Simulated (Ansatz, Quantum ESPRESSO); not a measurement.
# O on fcc sites of Rh(111): the work function of the upper face at a withheld member of a series

**Set-up.** Quantum ESPRESSO 7.5, PBE, GBRV ultrasoft. Slabs of 3 layers, covered on the upper face; adsorbates and the top layer relax in a periodic cell, the rest is held (the clean slab relaxes both outer layers); a run under open boundaries (ESM, bc1) gives both vacuum levels. Cells of one to 9 surface sites carry the coverages, on meshes of like density; cold smearing of 0.02 Ry. The slabs take the lattice constants of the bulk relaxed by the same program. The series steps the coverage.

| coverage | work function of the upper face (eV) |
| --- | --- |
| 0 ML | 5.081 |
| 0.1111 ML | 5.362 |
| 0.1667 ML | 5.499 |
| 0.25 ML | 5.717 |
| 0.3333 ML | 5.986 |
| 0.5 ML | 6.183 |
| 0.6667 ML | 6.603 |
| 0.75 ML | 6.414 |

One more run was made and is withheld. What is the work function of the upper face at 1 ML?

**Fit.** The rows at 0.6667 ML and 0.75 ML give a slope of (6.414 − (6.603))/(0.75 − (0.6667)) = −2.269, so a straight line gives 5.847 eV. A parabola through these and the row at 0.5 ML gives 4.251 eV.

**Check.** 6.443 eV. The line misses by −0.596 and the parabola by −2.192 eV. The line does better here.

Caveats: Thin slabs, one site and one ordered pattern a coverage; no reconstruction or subsurface sites; meshes differ a little between cells.
